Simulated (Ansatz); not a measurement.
# An extra electron or hole in glassy 91GeO2-6Al2O3-3Sc2O3 (mol %) (102 atoms): runs compared

Does an extra electron or hole in glassy 91GeO2-6Al2O3-3Sc2O3 (mol %) (102 atoms) stay spread out, or do the atoms trap it?

Computed with Ansatz 0.2.0: Kohn-Sham DFT, PBEsol, PAW (set soft_1), plane waves.

## (1) The cell as built

The cell holds 102 atoms: 29 Ge, 4 Al, 2 Sc and 67 O. Its edges and angles: a = 11.376 Å, b = 11.376 Å, c = 11.376 Å, α = 90.0°, β = 90.0°, γ = 90.0°. 102 atoms (29 Ge, 4 Al, 2 Sc, 67 O) placed at random at 3.62 g/cm³, melted at 4000 K for 10 ps at fixed volume with the Morse and Coulomb pair potential with partial charges (Pedone, Malavasi, Menziani, Cormack and Segre, J. Phys. Chem. B 110, 11780 (2006)). Quenched from 2500 K to 300 K at 50 K/ps and fixed volume, held 10 ps at zero pressure.

Limits known from the start: The quench rate of 50 K/ps is many orders above laboratory rates, so the cell is likely richer in defects and strain than a real sample. The starting topology of bonds comes from the classical model, and needn't be the one that DFT or experiment would give. Only the Γ point is sampled, in a cell whose shortest periodic width is 11 Å.

## (2) The reference run

The reference is a single point at the end of the relaxation.

The charged cells start from the geometry of this run, on a uniform background, with spin and a narrow Fermi–Dirac smearing.

Its input, with most atom lines left out:

```yaml
crystal:
  lattice:
    - [11.37571, 0.0, 0.0]
    - [0.0, 11.37571, 0.0]
    - [0.0, 0.0, 11.37571]
  atoms:
    - { symbol: Ge, position: [0.3376, 0.95906, 0.90766] }
    - { symbol: Ge, position: [0.14704, 0.83716, 0.09842] }
    - { symbol: Ge, position: [0.16317, 0.73293, 0.60306] }
    - { symbol: Ge, position: [0.77275, 0.5549, 0.02342] }
    - { symbol: Ge, position: [0.03402, 0.80716, 0.36143] }
    - { symbol: Ge, position: [0.92957, 0.44387, 0.21685] }
    - { symbol: Ge, position: [0.45525, 0.49708, 0.6161] }
    [... atom lines 8 to 102 left out ...]
kpoints:
  mp_grid: { grid: [1, 1, 1] }
hamiltonian:
  xc: pbesol
  pseudopotentials: { kind: paw, azcp: { folder: soft_1 }, xc_functional: pbe }
scf:
  occupations: { method: fermi_dirac, width: 0.05 }
output:
  forces: true
  stress: true
  populations: intrinsic
  dos:
    method: { smearing: { sigma: 0.15 } }
    de: 0.1
    projected: { site_lists: { Al: [Al], Ge: [Ge], O: [O], Sc: [Sc] } }
  eigenvalues: true
  write_density: true
  write_potential: true
  volumetric_format: npy
```

- free energy per atom: -1639.7841 eV/atom
- r.m.s. force component: 0.00897 eV/Å
- pressure: -3.92 GPa

Filled and empty levels are parted by 2.02 eV (at Γ alone); a semilocal functional tends to put such gaps too low. In a disordered cell it changes from sample to sample, and tail or defect levels can set it.

## (3) The runs

Each row is one run, on 4 threads of Arm Neoverse V2, shared host. The free energy is the program's total, comparable only between runs with the same functional, potentials and atoms; between charge states it hangs on the program's zero of potential.

```
                                              run  atoms    outcome  ionic steps, all passes  free energy (eV)     time  host memory (GiB)
                        Single point at the start    102  converged                        -       -167246.418     27 s                2.4
                                       Relaxation    102  converged                       21       -167257.973  5.6 min                2.4
             Single point at the relaxed geometry    102  converged                        -       -167257.973     40 s                2.4
                    An extra electron, atoms held    102  converged                        -       -167252.129  1.7 min                4.0
                 An extra electron, atoms relaxed    102  converged                        3       -167252.151  2.1 min                3.9
An extra electron, levels at the relaxed geometry    102  converged                        -       -167252.151  1.8 min                4.0
          Neutral at the geometry of the electron    102  converged                        -       -167257.953     38 s                2.4
                        An extra hole, atoms held    102  converged                        -       -167261.556    2 min                4.0
                     An extra hole, atoms relaxed    102  converged                       17       -167261.948   12 min                4.0
    An extra hole, levels at the relaxed geometry    102  converged                        -       -167261.948     81 s                3.9
              Neutral at the geometry of the hole    102  converged                        -       -167256.703     45 s                2.4
```

In some runs the program notes that starting moments were not kept.

Local excerpt of 8 atoms (numbers count through the whole input) about O94, which holds the most spin of the extra hole after relaxation; x, y, z are measured from there.

```
atom      x      y      z  distance (Å)  Löwdin charge (e)  moment (μB)
 O94   0.00   0.00   0.00          0.00              -0.45         0.55
 Ge3  -1.67  -0.11  -0.55          1.76               1.46         0.00
 O62   0.63   2.03  -0.83          2.28              -0.58         0.19
 O56   1.09  -1.96   1.33          2.60              -0.61         0.05
Ge19   1.83  -0.43   1.95          2.71               1.47         0.00
 O82  -2.10  -1.91  -0.50          2.88              -0.65         0.02
 O79  -2.78   0.90   0.27          2.94              -0.74         0.00
 O90  -1.79  -0.09  -2.33          2.94              -0.67         0.00
```

## (4) Energies and spread of the extra charge

Energies are differences within one cell and functional; the shift is the gain plus the neutral cell's energy at the new geometry, that is how much cheaper the vertical process becomes there. The spread is the participation number of the site moments (1/Σw², over the spin inside atomic spheres), with the atom that holds the largest share and the spin that the spheres hold in all.

```
 carrier  charged less neutral, atoms held (eV)  gain on relaxing (eV)  neutral cell at that geometry, less the reference (eV)  shift of the vertical energy (eV)       spread, atoms held         spread, relaxed
electron                                  5.844                  0.022                                                   0.021                              0.042                        -                       -
    hole                                 -3.583                  0.392                                                 1.270 †                            1.662 †  15; O94 13 % of 0.84 μB  2; O94 64 % of 0.85 μB
```

† At this geometry the neutral cell has partly filled levels and no spin, so this energy is doubtful.

## (5) Outcome

The extra electron gains 0.022 eV as the atoms relax: so small a gain shows no trapping at this level. The cell with the electron keeps a moment of only 0.01 μB where one unpaired electron should give 1 μB: the carrier is shared between both spins, which can hide trapping. The extra hole gains 0.39 eV as the atoms relax, and its spin goes from about 15 to 2 atoms: it localises as a bond breaks, a chemical change rather than a polaron, with the largest share on O94. The O94–Ge19 distance goes from 1.92 to 2.71 Å, so the bond is broken. Adding the two vertical energies gives 2.26 eV, against a gap of 2.02 eV in the neutral cell. The zero of the potential cancels in this sum; the excess isn't taken apart here: charging of a small cell, filling of bands on a coarse mesh and the attraction to the background can all enter.

Caveats: Single energies of charged cells hang on the program's zero of potential. In the spin-polarised runs the search for a state of lower energy was switched off. No distortion was seeded, so a trapped state behind a barrier can't be found. Local and semilocal functionals favour spread-out charges, so trapping can be missed. The pressure of -3.9 GPa says that the cell would shrink at this level of theory. Charged cells carry a uniform background, with no correction for images.

The DFT runs together took 29 min of wall time.

[Logs are printed without paths, hosts, clocks, repeated set-up lines and the standing remarks that a program may print on its own settings, such as how far it seeks lower states.]

[Hosts, paths, dates, database ids (printed as entryN), source tags and the programs' standing remarks are cut or masked in the printed files.]
